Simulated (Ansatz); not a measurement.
# Nb wire along [100], 16 atoms a period: bands along the axis

Aim: is the Nb wire along [100], 16 atoms a period a metal or a semiconductor?

Main program and level: Ansatz 0.2.0; DFT PBE, plane waves, PAW; relaxation of a wire's period; PAW set soft_1, in the first sound run; inputs show where later runs differ.

## 1. The structure

The cell holds 16 atoms: 16 Nb. Its edges and angles: a = 16.730 Å, b = 16.730 Å, c = 3.310 Å, α = 90.0°, β = 90.0°, γ = 90.0°. Vacuum lies along a and b. The structure's axis is c.

## 2. Relaxation of atoms and period

Band widths follow the bond lengths, so the wire is relaxed first. The atoms and the third cell vector are free; the box across stays fixed as vacuum. A Fermi-Dirac smearing is set since the result may be a metal. The pressure printed is a third of the stress's trace over the whole box, vacuum included; only the stress along the axis is relaxed.

input.yaml

```yaml
crystal:
  lattice:
    - [16.73, 0.0, 0.0]
    - [0.0, 16.73, 0.0]
    - [0.0, 0.0, 3.31]
  atoms:
    - { symbol: Nb, position: [0.203227735, 0.5, 0.0] }
    - { symbol: Nb, position: [0.401075912, 0.302151823, 0.0] }
    - { symbol: Nb, position: [0.401075912, 0.5, 0.0] }
    - { symbol: Nb, position: [0.401075912, 0.697848177, 0.0] }
    - { symbol: Nb, position: [0.598924088, 0.302151823, 0.0] }
    - { symbol: Nb, position: [0.598924088, 0.5, 0.0] }
    - { symbol: Nb, position: [0.598924088, 0.697848177, 0.0] }
    - { symbol: Nb, position: [0.796772265, 0.5, 0.0] }
    - { symbol: Nb, position: [0.302151823, 0.401075912, 0.5] }
    - { symbol: Nb, position: [0.302151823, 0.598924088, 0.5] }
    - { symbol: Nb, position: [0.5, 0.203227735, 0.5] }
    - { symbol: Nb, position: [0.5, 0.401075912, 0.5] }
    - { symbol: Nb, position: [0.5, 0.598924088, 0.5] }
    - { symbol: Nb, position: [0.5, 0.796772265, 0.5] }
    - { symbol: Nb, position: [0.697848177, 0.401075912, 0.5] }
    - { symbol: Nb, position: [0.697848177, 0.598924088, 0.5] }
kpoints:
  mp_grid: { grid: [1, 1, 25] }
scf:
  occupations: { method: fermi_dirac, width: 0.05 }
hamiltonian:
  xc: pbe
  pseudopotentials: { kind: paw, azcp: { folder: soft_1 } }
relax:
  cell: { fix: [a, b, alpha, beta, gamma] }
  max_steps: 45
  f_tol: 0.03
```

On the command line:

```bash
> ansatz run input.yaml --threads 4 --pin off --max-ram 16384MiB --backend cpu --events-out ev --progress --plain --runs-dir out
```

Numbers of over 12 decimals in the logs are rounded to 6 here.

The log of the run:

```text
Engine: ansatz 0.2.0, aarch64-unknown-linux-gnu
Pseudopotentials: kind: paw
Pseudopotential: Nb, paw, valence charge 13, recommended cutoff 420 eV (normal), soft_1/Nb.paw.azcp
Functional definition: PBE
  parameter kappa = 0.804
  parameter beta = 0.066725
  exchange = pbe_x(kappa = kappa, mu = beta*pi^2/3)
  correlation = pbe_c(beta = beta)
Crystal: 16 atoms, lattice volume = 926.445 Å³
Basis set: ecut = 420 eV, 18171 PW (Γ), exchange–correlation on 240×240×48 points (8 copies of the dense FFT grid, shifted against one another)
Bands: 125, of which v1, the nominal top of the filled ones, is band 104 counted from 1 (103 counted from 0)
Symmetry: 16 space group operations
Space group: P42/mmc (ITA 131), of the structure as read, at distance tolerance 9.7e-5 Å
k-points: 13 of 25
Non-local potential: Nb, projectors of the file, l = 0: 3, l = 1: 2, l = 2: 2, l = 3: 1
PAW form: soft (Blöchl's): semilocal exchange-correlation on the pseudo side does not see the compensation charge
PAW one-centre angular grid: Nb, 590 points (default); XC on 64 Gauss nodes
Initial density: superposition of atomic densities (neutral atoms: chi_scale 0, normalization atom)
Initial wavefunctions: pseudopotential atomic-orbital guess
Functional: x = pbe(κ = 0.804, μ = 0.219515), c = pbe(β = 0.066725)
SCF iter   1: F=—  HF=-72840.098338 eV  |F-HF|=—  |Δ(HF+E_count)|=         —  Δρ=5.38e-2  dr2=2.08e2  ethr=3.10e-3  ⟨swp⟩=11.2  Hψ=7897  notcnv=0  defer=1
preconditioner: auto → LDOS  [metal: Δε(μ)=0.011 eV  Ē_g=3.547 eV  σ=0.050 eV  W_gap=0.06  n_scr=142 (ndim 8)  ℏωp=10.9 eV  f_vac=0.536  D(μ)=11.73/eV (n_scr^D=48)  β→1.0]
SCF iter   2: F=—  HF=-72883.764796 eV  |F-HF|=—  |Δ(HF+E_count)|=    4.37e1  Δρ=1.13e-1  dr2=1.77e3  ethr=3.10e-3  ⟨swp⟩=9.7  Hψ=8414  notcnv=0  defer=44  recentre
SCF iter   3: F=—  HF=-72825.428731 eV  |F-HF|=—  |Δ(HF+E_count)|=    5.83e1  Δρ=3.00e-2  dr2=8.22e1  ethr=3.10e-3  ⟨swp⟩=6.4  Hψ=5986  notcnv=0  defer=9
SCF iter   4: F=—  HF=-72820.223620 eV  |F-HF|=—  |Δ(HF+E_count)|=    5.21e0  Δρ=6.17e-3  dr2=1.23e0  ethr=3.10e-3  ⟨swp⟩=4.5  Hψ=3187  notcnv=0  defer=26
SCF iter   5: F=—  HF=-72820.161507 eV  |F-HF|=—  |Δ(HF+E_count)|=   6.21e-2  Δρ=3.16e-3  dr2=5.16e-1  ethr=5.93e-4  ⟨swp⟩=4.4  Hψ=2628  notcnv=0  defer=27
SCF iter   6: F=—  HF=-72820.149261 eV  |F-HF|=—  |Δ(HF+E_count)|=   1.22e-2  Δρ=1.39e-3  dr2=1.49e-1  ethr=2.48e-4  ⟨swp⟩=3.4  Hψ=2158  notcnv=0  defer=24
SCF iter   7: F=—  HF=-72820.148594 eV  |F-HF|=—  |Δ(HF+E_count)|=   6.67e-4  Δρ=6.03e-4  dr2=1.86e-2  ethr=7.17e-5  ⟨swp⟩=1.5  Hψ=1705  notcnv=0  defer=23
SCF iter   8: F=—  HF=-72820.148926 eV  |F-HF|=—  |Δ(HF+E_count)|=   3.32e-4  Δρ=1.64e-4  dr2=2.41e-4  ethr=8.92e-6  ⟨swp⟩=2.0  Hψ=2108  notcnv=0  defer=23
SCF iter   9: F=—  HF=-72820.149100 eV  |F-HF|=—  |Δ(HF+E_count)|=   1.74e-4  Δρ=5.95e-5  dr2=8.13e-5  ethr=1.16e-7  ⟨swp⟩=3.1  Hψ=2836  notcnv=0  defer=23
SCF iter  10: F=—  HF=-72820.149096 eV  |F-HF|=—  |Δ(HF+E_count)|=   3.98e-6  Δρ=2.10e-5  dr2=6.62e-6  ethr=3.91e-8  ⟨swp⟩=2.0  Hψ=2149  notcnv=0  defer=23
SCF iter  11: F=—  HF=-72820.149101 eV  |F-HF|=—  |Δ(HF+E_count)|=   5.07e-6  Δρ=6.89e-6  dr2=4.14e-7  ethr=3.18e-9  ⟨swp⟩=2.8  Hψ=3016  notcnv=0  defer=23
SCF iter  12: F=-72820.149102 eV  HF=-72820.149102 eV  |F-HF|=2.84e-8  |Δ(HF+E_count)|=   5.58e-7  Δρ=2.20e-6  dr2=5.75e-8  ethr=4.81e-11  ⟨swp⟩=6.3  Hψ=6225  notcnv=0
SCF 1 converged in 12 iterations: F = -72820.149102 eV  dr2 = 5.75e-8
  greatest PAW one-centre occupation: 0.998 electrons in one spin orbital (limit 2), on the Nb atom at site 12 (counted from 0), in its partial waves of l = 0
relax step   1: F+E_penalty+E_count = -72820.14910158 eV  Δ(F+E_penalty+E_count) = +0.000e0 eV  max|allowed force component| = 2.381e0 eV/Å  Δτ_max = 0.0000 Å  P = -4.151 GPa  Ω = 926.445 Å³  fix = [a, b, alpha, beta, gamma]  reactions: a -3.896, b -3.896 GPa  (12 SCF iters, dr2 threshold 1.00e-7 eV, accepted)
Crystal: 16 atoms, lattice volume = 903.623 Å³
Basis set: ecut = 420 eV, 17707 PW (Γ), exchange–correlation on 240×240×48 points (8 copies of the dense FFT grid, shifted against one another)
Initial density: handed on by an earlier stage of this run
Initial wavefunctions: those handed on with the density
iter 1 solved again at ethr=7.83e-4 eV; its pass at ethr=3.10e-3 eV (dr2=1.63e0 eV) is discarded
SCF iter   1: F=—  HF=-72822.290571 eV  |F-HF|=—  |Δ(HF+E_count)|=         —  Δρ=9.79e-3  dr2=1.65e0  ethr=7.83e-4  ⟨swp⟩=2.2  Hψ=9210  notcnv=0
preconditioner: auto → LDOS  [metal: Δε(μ)=0.015 eV  Ē_g=2.970 eV  σ=0.050 eV  W_gap=0.08  n_scr=142 (ndim 8)  ℏωp=11.0 eV  f_vac=0.562  D(μ)=22.19/eV (n_scr^D=122)  β→1.0]
SCF iter   2: F=—  HF=-72822.129939 eV  |F-HF|=—  |Δ(HF+E_count)|=   1.61e-1  Δρ=5.38e-3  dr2=8.10e-1  ethr=7.83e-4  ⟨swp⟩=3.8  Hψ=3232  notcnv=0  defer=1
SCF iter   3: F=—  HF=-72822.035619 eV  |F-HF|=—  |Δ(HF+E_count)|=   9.43e-2  Δρ=1.60e-3  dr2=8.23e-2  ethr=3.90e-4  ⟨swp⟩=3.1  Hψ=3067  notcnv=0  defer=16
SCF iter   4: F=—  HF=-72822.024239 eV  |F-HF|=—  |Δ(HF+E_count)|=   1.14e-2  Δρ=4.40e-4  dr2=2.87e-3  ethr=3.96e-5  ⟨swp⟩=2.8  Hψ=3074  notcnv=0  defer=20
SCF iter   5: F=—  HF=-72822.025059 eV  |F-HF|=—  |Δ(HF+E_count)|=   8.20e-4  Δρ=1.39e-4  dr2=2.49e-4  ethr=1.38e-6  ⟨swp⟩=2.0  Hψ=2275  notcnv=0  defer=20
SCF iter   6: F=—  HF=-72822.025313 eV  |F-HF|=—  |Δ(HF+E_count)|=   2.54e-4  Δρ=4.46e-5  dr2=1.93e-5  ethr=1.20e-7  ⟨swp⟩=2.2  Hψ=2205  notcnv=0  defer=20
SCF iter   7: F=—  HF=-72822.025333 eV  |F-HF|=—  |Δ(HF+E_count)|=   1.96e-5  Δρ=1.48e-5  dr2=2.64e-6  ethr=9.28e-9  ⟨swp⟩=2.5  Hψ=2821  notcnv=0  defer=20
SCF iter   8: F=-72822.025334 eV  HF=-72822.025334 eV  |F-HF|=1.46e-7  |Δ(HF+E_count)|=   1.42e-6  Δρ=5.72e-6  dr2=6.30e-7  ethr=7.69e-10  ⟨swp⟩=5.2  Hψ=5659  notcnv=0
SCF 2 converged in 8 iterations: F = -72822.025334 eV  dr2 = 6.30e-7
  greatest PAW one-centre occupation: 0.998 electrons in one spin orbital (limit 2), on the Nb atom at site 5 (counted from 0), in its partial waves of l = 0
relax step   2: F+E_penalty+E_count = -72822.02533383 eV  Δ(F+E_penalty+E_count) = -1.876e0 eV  max|allowed force component| = 4.441e-1 eV/Å  Δτ_max = 0.1949 Å  P = -1.058 GPa  Ω = 903.623 Å³  energy of the carried Pulay correction = +9.293e-4 eV  fix = [a, b, alpha, beta, gamma]  reactions: a -1.073, b -1.073 GPa  (8 SCF iters, dr2 threshold 1.60e-6 eV, accepted)
Crystal: 16 atoms, lattice volume = 900.905 Å³
Basis set: ecut = 420 eV, 17675 PW (Γ), exchange–correlation on 240×240×48 points (8 copies of the dense FFT grid, shifted against one another)
iter 1 solved again at ethr=1.73e-3 eV; its pass at ethr=3.10e-3 eV (dr2=3.60e0 eV) is discarded
SCF iter   1: F=—  HF=-72822.230314 eV  |F-HF|=—  |Δ(HF+E_count)|=         —  Δρ=8.13e-3  dr2=3.89e0  ethr=1.73e-3  ⟨swp⟩=1.5  Hψ=6859  notcnv=0
preconditioner: auto → LDOS  [metal: Δε(μ)=0.008 eV  Ē_g=3.094 eV  σ=0.050 eV  W_gap=0.04  n_scr=142 (ndim 8)  ℏωp=11.1 eV  f_vac=0.573  D(μ)=21.81/eV (n_scr^D=122)  β→1.0]
SCF iter   2: F=—  HF=-72822.057669 eV  |F-HF|=—  |Δ(HF+E_count)|=   1.73e-1  Δρ=2.63e-3  dr2=2.07e-1  ethr=1.73e-3  ⟨swp⟩=2.4  Hψ=2439  notcnv=0  defer=3
SCF iter   3: F=—  HF=-72822.050238 eV  |F-HF|=—  |Δ(HF+E_count)|=   7.43e-3  Δρ=1.28e-3  dr2=8.71e-2  ethr=9.95e-5  ⟨swp⟩=3.4  Hψ=3461  notcnv=0  defer=24
SCF iter   4: F=—  HF=-72822.041984 eV  |F-HF|=—  |Δ(HF+E_count)|=   8.25e-3  Δρ=4.45e-4  dr2=1.06e-2  ethr=4.19e-5  ⟨swp⟩=2.2  Hψ=2181  notcnv=0  defer=28
SCF iter   5: F=—  HF=-72822.041819 eV  |F-HF|=—  |Δ(HF+E_count)|=   1.65e-4  Δρ=9.06e-5  dr2=1.18e-4  ethr=5.09e-6  ⟨swp⟩=1.9  Hψ=1958  notcnv=0  defer=28
SCF iter   6: F=—  HF=-72822.041903 eV  |F-HF|=—  |Δ(HF+E_count)|=   8.44e-5  Δρ=3.20e-5  dr2=1.07e-5  ethr=5.68e-8  ⟨swp⟩=3.2  Hψ=2967  notcnv=0  defer=28
SCF iter   7: F=-72822.041913 eV  HF=-72822.041912 eV  |F-HF|=4.73e-7  |Δ(HF+E_count)|=   8.85e-6  Δρ=1.11e-5  dr2=1.59e-6  ethr=7.69e-10  ⟨swp⟩=5.8  Hψ=6210  notcnv=0
SCF 3 converged in 7 iterations: F = -72822.041913 eV  dr2 = 1.59e-6
relax step   3: F+E_penalty+E_count = -72822.04191260 eV  Δ(F+E_penalty+E_count) = -1.658e-2 eV  max|allowed force component| = 4.453e-1 eV/Å  Δτ_max = 0.0764 Å  P = +0.826 GPa  Ω = 900.905 Å³  energy of the carried Pulay correction = +1.041e-3 eV  fix = [a, b, alpha, beta, gamma]  reactions: a +0.850, b +0.850 GPa  (7 SCF iters, dr2 threshold 1.60e-6 eV, accepted)
Crystal: 16 atoms, lattice volume = 902.180 Å³
iter 1 solved again at ethr=6.70e-4 eV; its pass at ethr=3.10e-3 eV (dr2=1.39e0 eV) is discarded
SCF iter   1: F=—  HF=-72822.190749 eV  |F-HF|=—  |Δ(HF+E_count)|=         —  Δρ=4.73e-3  dr2=1.35e0  ethr=6.70e-4  ⟨swp⟩=2.2  Hψ=6208  notcnv=0
preconditioner: auto → LDOS  [metal: Δε(μ)=0.019 eV  Ē_g=2.975 eV  σ=0.050 eV  W_gap=0.09  n_scr=142 (ndim 8)  ℏωp=11.1 eV  f_vac=0.570  D(μ)=23.51/eV (n_scr^D=142)  β→1.0]
SCF iter   2: F=—  HF=-72822.127528 eV  |F-HF|=—  |Δ(HF+E_count)|=   6.32e-2  Δρ=1.43e-3  dr2=4.16e-2  ethr=6.48e-4  ⟨swp⟩=2.5  Hψ=2176  notcnv=0
SCF iter   3: F=—  HF=-72822.126738 eV  |F-HF|=—  |Δ(HF+E_count)|=   7.90e-4  Δρ=7.48e-4  dr2=2.35e-2  ethr=2.00e-5  ⟨swp⟩=3.6  Hψ=3693  notcnv=0
SCF iter   4: F=—  HF=-72822.124659 eV  |F-HF|=—  |Δ(HF+E_count)|=   2.08e-3  Δρ=2.98e-4  dr2=3.67e-3  ethr=1.13e-5  ⟨swp⟩=2.5  Hψ=2353  notcnv=0
SCF iter   5: F=—  HF=-72822.124523 eV  |F-HF|=—  |Δ(HF+E_count)|=   1.35e-4  Δρ=5.61e-5  dr2=8.53e-5  ethr=1.76e-6  ⟨swp⟩=2.0  Hψ=1757  notcnv=0
SCF iter   6: F=—  HF=-72822.124562 eV  |F-HF|=—  |Δ(HF+E_count)|=   3.89e-5  Δρ=1.65e-5  dr2=2.46e-6  ethr=4.10e-8  ⟨swp⟩=2.6  Hψ=2319  notcnv=0
SCF iter   7: F=-72822.124564 eV  HF=-72822.124564 eV  |F-HF|=8.56e-8  |Δ(HF+E_count)|=   2.27e-6  Δρ=5.58e-6  dr2=4.03e-7  ethr=7.69e-10  ⟨swp⟩=5.2  Hψ=5657  notcnv=0
SCF 4 converged in 7 iterations: F = -72822.124564 eV  dr2 = 4.03e-7
relax step   4: F+E_penalty+E_count = -72822.12456430 eV  Δ(F+E_penalty+E_count) = -8.265e-2 eV  max|allowed force component| = 1.201e-1 eV/Å  Δτ_max = 0.0419 Å  P = +0.018 GPa  Ω = 902.180 Å³  energy of the carried Pulay correction = +9.888e-4 eV  fix = [a, b, alpha, beta, gamma]  reactions: a +0.017, b +0.017 GPa  (7 SCF iters, dr2 threshold 1.60e-6 eV, accepted)
Crystal: 16 atoms, lattice volume = 902.309 Å³
iter 1 solved again at ethr=1.47e-5 eV; its pass at ethr=3.10e-3 eV (dr2=3.05e-2 eV) is discarded
SCF iter   1: F=—  HF=-72822.128409 eV  |F-HF|=—  |Δ(HF+E_count)|=         —  Δρ=7.45e-4  dr2=3.16e-2  ethr=1.47e-5  ⟨swp⟩=2.2  Hψ=5245  notcnv=0
preconditioner: auto → LDOS  [metal: Δε(μ)=0.005 eV  Ē_g=2.992 eV  σ=0.050 eV  W_gap=0.02  n_scr=142 (ndim 8)  ℏωp=11.1 eV  f_vac=0.569  D(μ)=23.49/eV (n_scr^D=142)  β→1.0]
SCF iter   2: F=—  HF=-72822.126817 eV  |F-HF|=—  |Δ(HF+E_count)|=   1.59e-3  Δρ=2.81e-4  dr2=1.33e-3  ethr=1.47e-5  ⟨swp⟩=2.0  Hψ=2035  notcnv=0
SCF iter   3: F=—  HF=-72822.126834 eV  |F-HF|=—  |Δ(HF+E_count)|=   1.70e-5  Δρ=1.48e-4  dr2=7.27e-4  ethr=6.38e-7  ⟨swp⟩=3.1  Hψ=3278  notcnv=0
SCF iter   4: F=—  HF=-72822.126774 eV  |F-HF|=—  |Δ(HF+E_count)|=   6.08e-5  Δρ=4.75e-5  dr2=8.34e-5  ethr=3.49e-7  ⟨swp⟩=2.0  Hψ=2138  notcnv=0
SCF iter   5: F=—  HF=-72822.126770 eV  |F-HF|=—  |Δ(HF+E_count)|=   3.23e-6  Δρ=9.93e-6  dr2=2.16e-6  ethr=4.01e-8  ⟨swp⟩=2.2  Hψ=2175  notcnv=0
SCF iter   6: F=-72822.126771 eV  HF=-72822.126771 eV  |F-HF|=1.04e-8  |Δ(HF+E_count)|=   5.26e-7  Δρ=2.92e-6  dr2=1.45e-7  ethr=4.33e-10  ⟨swp⟩=5.1  Hψ=5510  notcnv=0
SCF 5 converged in 6 iterations: F = -72822.126771 eV  dr2 = 1.45e-7
relax step   5: F+E_penalty+E_count = -72822.12677080 eV  Δ(F+E_penalty+E_count) = -2.206e-3 eV  max|allowed force component| = 3.640e-2 eV/Å  Δτ_max = 0.0067 Å  P = -0.036 GPa  Ω = 902.309 Å³  energy of the carried Pulay correction = +9.835e-4 eV  fix = [a, b, alpha, beta, gamma]  reactions: a -0.034, b -0.034 GPa  (6 SCF iters, dr2 threshold 9.01e-7 eV, accepted)
Crystal: 16 atoms, lattice volume = 902.190 Å³
iter 1 solved again at ethr=3.94e-7 eV; its pass at ethr=3.10e-3 eV (dr2=8.20e-4 eV) is discarded
SCF iter   1: F=—  HF=-72822.127088 eV  |F-HF|=—  |Δ(HF+E_count)|=         —  Δρ=1.67e-4  dr2=8.34e-4  ethr=3.94e-7  ⟨swp⟩=2.0  Hψ=5293  notcnv=0
preconditioner: auto → LDOS  [metal: Δε(μ)=0.010 eV  Ē_g=2.993 eV  σ=0.050 eV  W_gap=0.05  n_scr=142 (ndim 8)  ℏωp=11.1 eV  f_vac=0.569  D(μ)=23.52/eV (n_scr^D=142)  β→1.0]
SCF iter   2: F=—  HF=-72822.127012 eV  |F-HF|=—  |Δ(HF+E_count)|=   7.63e-5  Δρ=8.13e-5  dr2=1.58e-4  ethr=3.94e-7  ⟨swp⟩=2.0  Hψ=2155  notcnv=0
SCF iter   3: F=—  HF=-72822.127022 eV  |F-HF|=—  |Δ(HF+E_count)|=   9.68e-6  Δρ=2.93e-5  dr2=2.82e-5  ethr=7.57e-8  ⟨swp⟩=2.4  Hψ=2765  notcnv=0
SCF iter   4: F=—  HF=-72822.127040 eV  |F-HF|=—  |Δ(HF+E_count)|=   1.84e-5  Δρ=8.22e-6  dr2=1.61e-6  ethr=1.35e-8  ⟨swp⟩=2.5  Hψ=2782  notcnv=0
SCF iter   5: F=-72822.127040 eV  HF=-72822.127040 eV  |F-HF|=4.22e-8  |Δ(HF+E_count)|=   2.32e-7  Δρ=2.08e-6  dr2=4.48e-8  ethr=3.98e-11  ⟨swp⟩=4.2  Hψ=6828  notcnv=0
SCF 6 converged in 5 iterations: F = -72822.127040 eV  dr2 = 4.48e-8
relax step   6: F+E_penalty+E_count = -72822.12704042 eV  Δ(F+E_penalty+E_count) = -2.696e-4 eV  max|allowed force component| = 1.248e-3 eV/Å  Δτ_max = 0.0023 Å  P = +0.001 GPa  Ω = 902.190 Å³  energy of the carried Pulay correction = +9.884e-4 eV  fix = [a, b, alpha, beta, gamma]  reactions: a +0.001, b +0.001 GPa  (5 SCF iters, dr2 threshold 8.28e-8 eV, accepted)
Initial wavefunctions: pseudopotential atomic-orbital guess (no wavefunctions were taken with the density)
iter 1 solved again at ethr=1.68e-6 eV; its pass at ethr=3.10e-3 eV (dr2=3.50e-3 eV) is discarded
SCF iter   1: F=—  HF=-72822.126034 eV  |F-HF|=—  |Δ(HF+E_count)|=         —  Δρ=2.51e-5  dr2=7.88e-7  ethr=1.68e-6  ⟨swp⟩=4.6  Hψ=11892  notcnv=0
eigensolver tolerance schedule: the retry pair's looser diagonalisation over-reported the residual by 4435.73 of it (diagonalisation noise at an unbounded share of the residual, at the tolerance the schedule requests for it); recorded, not acted on — ethr = c·dr2/N_el stays at c = 1.0e-1
preconditioner: auto → LDOS  [metal: Δε(μ)=0.009 eV  Ē_g=2.993 eV  σ=0.050 eV  W_gap=0.04  n_scr=142 (ndim 8)  ℏωp=11.1 eV  f_vac=0.569  D(μ)=23.53/eV (n_scr^D=142)  β→1.0]
SCF iter   2: F=—  HF=-72822.126054 eV  |F-HF|=—  |Δ(HF+E_count)|=   1.97e-5  Δρ=3.40e-6  dr2=1.15e-7  ethr=3.79e-10  ⟨swp⟩=4.1  Hψ=4151  notcnv=0
SCF iter   3: F=—  HF=-72822.126054 eV  |F-HF|=—  |Δ(HF+E_count)|=   1.11e-8  Δρ=1.49e-6  dr2=5.65e-8  ethr=5.52e-11  ⟨swp⟩=2.2  Hψ=2895  notcnv=0
SCF iter   4: F=—  HF=-72822.126054 eV  |F-HF|=—  |Δ(HF+E_count)|=   5.38e-9  Δρ=6.06e-7  dr2=4.34e-9  ethr=2.72e-11  ⟨swp⟩=2.5  Hψ=2802  notcnv=0
SCF iter   5: F=—  HF=-72822.126054 eV  |F-HF|=—  |Δ(HF+E_count)|=  5.68e-10  Δρ=1.99e-7  dr2=6.11e-10  ethr=2.09e-12  ⟨swp⟩=2.5  Hψ=2856  notcnv=0
SCF iter   6: F=-72822.126054 eV  HF=-72822.126054 eV  |F-HF|=2.91e-11  |Δ(HF+E_count)|=  4.37e-11  Δρ=5.71e-8  dr2=4.97e-11  ethr=1.00e-12  ⟨swp⟩=5.2  Hψ=5900  notcnv=0
SCF 7 converged in 6 iterations: F = -72822.126054 eV  dr2 = 4.97e-11
relax step   7: F+E_penalty+E_count = -72822.12605385 eV  Δ(F+E_penalty+E_count) = +9.866e-4 eV  max|allowed force component| = 1.333e-3 eV/Å  Δτ_max = 0.0000 Å  P = +0.001 GPa  Ω = 902.190 Å³  fix = [a, b, alpha, beta, gamma]  reactions: a +0.002, b +0.002 GPa  stress off target by 6.96e-4 GPa on what of the cell is left free  SCF on the basis re-selected at this cell (its energy is not comparable with the rows above)  (6 SCF iters)
basis re-selected at this cell: Δ(F+E_penalty+E_count) = +9.866e-4 eV, ΔP = +0.001 GPa vs the last step (what re-selecting the basis moved, of the pressure what is left beyond the Pulay correction that the steps carried, after the strain that the cell walked since its last selection, with what the two solves' SCF thresholds leave and, on support functions, any second-order correction that the steps lacked; it is no m [...]
SCF converged after 6 iterations
Free energy (F): -72822.126054 eV
Harris-Foulkes:  -72822.126054 eV  (|F-HF|=2.91e-11)
Internal energy: -72821.937697 eV  (E = F + TS)
E sigma→0 (E₀):  -72822.031875 eV
Entropy (-TS):   -0.188357 eV (-11.772 meV/atom)
Fermi energy:    3.203356 eV
--- Per-component energies (eV) ---
  E_band       = -4151.854105
  E_kinetic    = 5968.673841
  E_local      = -115994.413894  (includes V_loc(G=0)·N_el)
  E_nonlocal   = 1539.547719
  E_hartree    = 54710.728518
  E_xc         = -2639.645361
  E_vxc        = -3194.003705  (∫ρ·V_xc dr)
  E_paw        = -49321.211010  (= ΣΔE_a)
  E_vpaw       = -1893.116662  (= ΣTr[D̂ρ^β])
  E_aug_tail   = 0.000702  (compensation charges beyond the density's cutoff)
  E_ewald      = 32914.381788
  E_smearing   = -0.188357  (= −TS)
  E_closure    = 0.000000  (closes the sum)
  Σ components = -72822.126054   (vs F -72822.126054, Δ=0.00e0)
--- Forces (eV/Å), atoms counted from 1 ---
  atom   1  Nb     0.00092793     0.00000000     0.00000000
  atom   2  Nb    -0.00133255    -0.00031320     0.00000000
  atom   3  Nb     0.00121003     0.00000000     0.00000000
  atom   4  Nb    -0.00133255     0.00031320     0.00000000
  atom   5  Nb     0.00133255    -0.00031320     0.00000000
  atom   6  Nb    -0.00121003     0.00000000     0.00000000
  atom   7  Nb     0.00133255     0.00031320     0.00000000
  atom   8  Nb    -0.00092793     0.00000000     0.00000000
  atom   9  Nb    -0.00031320    -0.00133255     0.00000000
  atom  10  Nb    -0.00031320     0.00133255     0.00000000
  atom  11  Nb     0.00000000     0.00092793     0.00000000
  atom  12  Nb     0.00000000     0.00121003     0.00000000
  atom  13  Nb     0.00000000    -0.00121003     0.00000000
  atom  14  Nb     0.00000000    -0.00092793     0.00000000
  atom  15  Nb     0.00031320    -0.00133255     0.00000000
  atom  16  Nb     0.00031320     0.00133255     0.00000000
  max |Σ_I F_I| component: 2.17e-19 eV/Å
--- Stress (GPa, compression-positive) ---
        0.002376       0.000000       0.000000
        0.000000       0.002376       0.000000
        0.000000       0.000000      -0.000696
  P = ⅓ Tr σ = 0.0014 GPa (0.014 kbar)
--- Relaxed structure (6 steps of the walk, 6 accepted, 1 SCFs on fresh bases) ---
  F+E_penalty+E_count = -72822.12605385 eV   max|allowed force component| = 1.333e-3 eV/Å   (the final SCF, on the basis selected at the relaxed cell)
  cell:  # Å, volume = 902.1903 Å³
    - [16.73, 0.0, 0.0]
    - [0.0, 16.73, 0.0]
    - [0.0, 0.0, 3.223341]
  atoms:
    - { symbol: Nb, position: [0.218611, 0.5, 0.0] }
    - { symbol: Nb, position: [0.405063, 0.302914, 0.0] }
    - { symbol: Nb, position: [0.402099, 0.5, 0.0] }
    - { symbol: Nb, position: [0.405063, 0.697086, 0.0] }
    - { symbol: Nb, position: [0.594937, 0.302914, 0.0] }
    - { symbol: Nb, position: [0.597901, 0.5, 0.0] }
    - { symbol: Nb, position: [0.594937, 0.697086, 0.0] }
    - { symbol: Nb, position: [0.781389, 0.5, 0.0] }
    - { symbol: Nb, position: [0.302914, 0.405063, 0.500000] }
    - { symbol: Nb, position: [0.302914, 0.594937, 0.500000] }
    - { symbol: Nb, position: [0.5, 0.218611, 0.500000] }
    - { symbol: Nb, position: [0.5, 0.402099, 0.500000] }
    - { symbol: Nb, position: [0.5, 0.597901, 0.500000] }
    - { symbol: Nb, position: [0.5, 0.781389, 0.500000] }
    - { symbol: Nb, position: [0.697086, 0.405063, 0.500000] }
    - { symbol: Nb, position: [0.697086, 0.594937, 0.500000] }
```

Run time: 6 min. Hardware: 4 threads of Arm Neoverse N1, shared host; peak memory 3 GiB; 24 min of CPU time.

(Part 1 of 2 ends here.)

[Logs are printed without paths, hosts, clocks, repeated set-up lines and the standing remarks that a program may print on its own settings, such as how far it seeks lower states.]

[Hosts, paths, dates, database ids (printed as entryN), source tags and the programs' standing remarks are cut or masked in the printed files.]
